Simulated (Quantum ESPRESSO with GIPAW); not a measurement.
**YH3C3O6: from the crystal structure to its NMR spectrum**

Aim: the magnetic shielding of every site in YH3C3O6.

Main program and level: Quantum ESPRESSO with GIPAW 8.0dev (patched build); DFT, PBEsol, plane-wave PAW (pslibrary 1.0.0 recipes), scalar-relativistic, GIPAW; a patched development version of the program.

## 1. The structure

Symmetry: R3m, No. 160, trigonal system. The conventional cell has a = 10.501 Å, b = 10.501 Å, c = 3.995 Å, α = 90.00°, β = 90.00°, γ = 120.00°. Y has 9 O at 2.39 to 2.56 Å nearest. O has 1 C at 1.28 Å and 3 H at 2.04 to 2.55 Å and 2 Y at 2.48 to 2.56 Å nearest. Nearest to O lie 1 C at 1.26 Å and 2 H at 2.04 to 2.10 Å and 1 Y at 2.39 Å. C has 1 H at 1.11 Å and 2 O at 1.26 to 1.28 Å nearest. H has 1 C at 1.11 Å nearest. Farther neighbours and most contacts between anions are not listed.

Structure file:

```cif
data_structure
_symmetry_space_group_name_H-M 'P 1'
_symmetry_Int_Tables_number 1
_cell_length_a 6.2075
_cell_length_b 6.2075
_cell_length_c 6.2075
_cell_angle_alpha 115.529
_cell_angle_beta 115.529
_cell_angle_gamma 115.529
_cell_volume 127.18
loop_
_atom_site_label
_atom_site_type_symbol
_atom_site_fract_x
_atom_site_fract_y
_atom_site_fract_z
_atom_site_occupancy
Y1 Y 0.99976 0.99976 0.99976 1
O2 O 0.59574 0.34264 0.59574 1
O3 O 0.59574 0.59574 0.34264 1
O4 O 0.28065 0.88736 0.88736 1
O5 O 0.88736 0.28065 0.88736 1
O6 O 0.88736 0.88736 0.28065 1
O7 O 0.34264 0.59574 0.59574 1
C8 C 0.61274 0.15147 0.61274 1
C9 C 0.61274 0.61274 0.15147 1
C10 C 0.15147 0.61274 0.61274 1
H11 H 0.84967 0.36491 0.36491 1
H12 H 0.36491 0.36491 0.84967 1
H13 H 0.36491 0.84967 0.36491 1
```

The cell is a computed entry of the Materials Project; it need not be the form that is stable at ambient conditions.

This structure had its atoms relaxed beforehand (DFT, PBEsol, plane-wave PAW (pslibrary 1.0.0 recipes), Quantum ESPRESSO with GIPAW), starting from the database entry, since shieldings follow bond lengths closely.

## 2. The SCF step

GIPAW is a response on top of the ground state, so the wavefunctions come first. Their errors pass straight into the induced current, hence the tight threshold. No empty states are asked for: the response is solved without them. The mesh has a spacing of 0.35 Å⁻¹ at most. The PAW files were made with ld1.x from the pslibrary 1.0.0 recipes, with GIPAW reconstruction switched on.

scf.in

```
&control
  calculation = 'scf'
  prefix = 'x'
  outdir = './tmp/'
  pseudo_dir = './'
/
&system
  ibrav = 0
  nat = 13
  ntyp = 4
  ecutwfc = 55
  ecutrho = 330
  nbnd = 31
/
&electrons
  conv_thr = 1.0d-10
  mixing_beta = 0.7
  electron_maxstep = 100
/
ATOMIC_SPECIES
  Y 88.906 Y.pbesol-spn-kjpaw_psl.1.0.0-gipaw.UPF
  O 15.999 O.pbesol-n-kjpaw_psl.1.0.0-gipaw.UPF
  C 12.011 C.pbesol-n-kjpaw_psl.1.0.0-gipaw.UPF
  H 1.008 H.pbesol-kjpaw_psl.1.0.0-gipaw.UPF
CELL_PARAMETERS angstrom
  5.25066131 3.03147072 1.33168489
  -5.25066131 3.03147072 1.33168489
  0.00000000 -6.06294144 1.33168489
ATOMIC_POSITIONS crystal
  Y -0.00023550 -0.00023550 -0.00023550
  O 0.59574189 0.34263522 0.59574189
  O 0.59574189 0.59574189 0.34263522
  O 0.28064912 0.88735848 0.88735848
  O 0.88735848 0.28064912 0.88735848
  O 0.88735848 0.88735848 0.28064912
  O 0.34263522 0.59574189 0.59574189
  C 0.61274428 0.15146808 0.61274428
  C 0.61274428 0.61274428 0.15146808
  C 0.15146808 0.61274428 0.61274428
  H 0.84966847 0.36491416 0.36491416
  H 0.36491416 0.36491416 0.84966847
  H 0.36491416 0.84966847 0.36491416
K_POINTS automatic
  5 5 5 0 0 0
```

The run is started by

```sh
mpirun -np 4 pw.x -nk 4 -in scf.in > scf.out
```

Log:

```text
using ibrav=0 with symmetry is DISCOURAGED, use correct ibrav instead

     bravais-lattice index     =            0
     lattice parameter (alat)  =      11.7304  a.u.
     unit-cell volume          =     858.2557 (a.u.)^3
     number of atoms/cell      =           13
     number of atomic types    =            4
     number of electrons       =        62.00
     number of Kohn-Sham states=           31
     kinetic-energy cutoff     =      55.0000  Ry
     charge density cutoff     =     330.0000  Ry
     scf convergence threshold =      1.0E-10
     mixing beta               =       0.7000
     number of iterations used =            8  plain     mixing
     Exchange-correlation= SLA-PW-PSX-PSC
                           (   1   4  10   8   0   0   0)
[...]
Y                11.00    88.90600     Y ( 1.00)
     O                 6.00    15.99900     O ( 1.00)
     C                 4.00    12.01100     C ( 1.00)
     H                 1.00     1.00800     H ( 1.00)

      6 Sym. Ops. (no inversion) found
[...]
number of k points=    19
[...]
Dense  grid:    86757 G-vectors     FFT dimensions: (  72,  72,  72)

     Smooth grid:    47225 G-vectors     FFT dimensions: (  60,  60,  60)

     Check: negative core charge=   -0.000008

     Initial potential from superposition of free atoms

     starting charge      61.9961, renormalised to      62.0000
     Starting wfcs are   52 randomized atomic wfcs

     Self-consistent Calculation

     iteration #  1     ecut=    55.00 Ry     beta= 0.70
     Davidson diagonalization with overlap
     ethr =  1.00E-02,  avg # of iterations =  2.0

     total energy              =    -582.90965080 Ry
     estimated scf accuracy    <       1.72742169 Ry

     iteration #  2     ecut=    55.00 Ry     beta= 0.70
     Davidson diagonalization with overlap
     ethr =  2.79E-03,  avg # of iterations =  7.3

     total energy              =    -583.67122777 Ry
     estimated scf accuracy    <       1.42467787 Ry

     iteration #  3     ecut=    55.00 Ry     beta= 0.70
     Davidson diagonalization with overlap
     ethr =  2.30E-03,  avg # of iterations =  1.9

     total energy              =    -583.51462981 Ry
     estimated scf accuracy    <       0.32351337 Ry

[...]
c_bands:  1 eigenvalues not converged
     c_bands: 1 eigenvalues not converged on the other pools
[...]
c_bands: 6 eigenvalues not converged on the other pools
[...]
total energy              =    -583.89890926 Ry
[...]
iteration # 39     ecut=    55.00 Ry     beta= 0.70
     Davidson diagonalization with overlap
     ethr =  8.88E-13,  avg # of iterations =  6.5

     total energy              =    -583.89890926 Ry
     estimated scf accuracy    <          1.8E-10 Ry

     iteration # 40     ecut=    55.00 Ry     beta= 0.70
     Davidson diagonalization with overlap
     ethr =  2.94E-13,  avg # of iterations =  4.3

     End of self-consistent calculation
     [one-electron energies left out]

!    total energy              =    -583.89890926 Ry
     total all-electron energy =     -7898.589360 Ry
     estimated scf accuracy    <          6.9E-11 Ry

     The total energy is the sum of the following terms:
     one-electron contribution =    -117.19257453 Ry
     hartree contribution      =      90.10539868 Ry
     xc contribution           =     -77.60137422 Ry
     ewald contribution        =    -209.37301624 Ry
     one-center paw contrib.   =    -269.83734295 Ry

     convergence has been achieved in  40 iterations
[...]
JOB DONE.
```

Elapsed: 3.4 min, on 4 MPI ranks of Arm Neoverse V1, shared host; peak memory 0.82 GiB.

It converged in 40 cycles to an estimated accuracy of 7e-11 Ry, on 19 irreducible k-points.

[end of part 1 of 2]

[Banner, clock, file and message-heading lines were taken out of the pw.x and gipaw.x logs.]

[Logs are printed without paths, hosts, clocks, repeated set-up lines and the standing remarks that a program may print on its own settings, such as how far it seeks lower states.]

[Hosts, paths, dates, database ids (printed as entryN), source tags and the programs' standing remarks are cut or masked in the printed files.]

[Where no reference line passes its bar on scatter, no shift is given, so a measured shift of this compound may stand uncompared.]
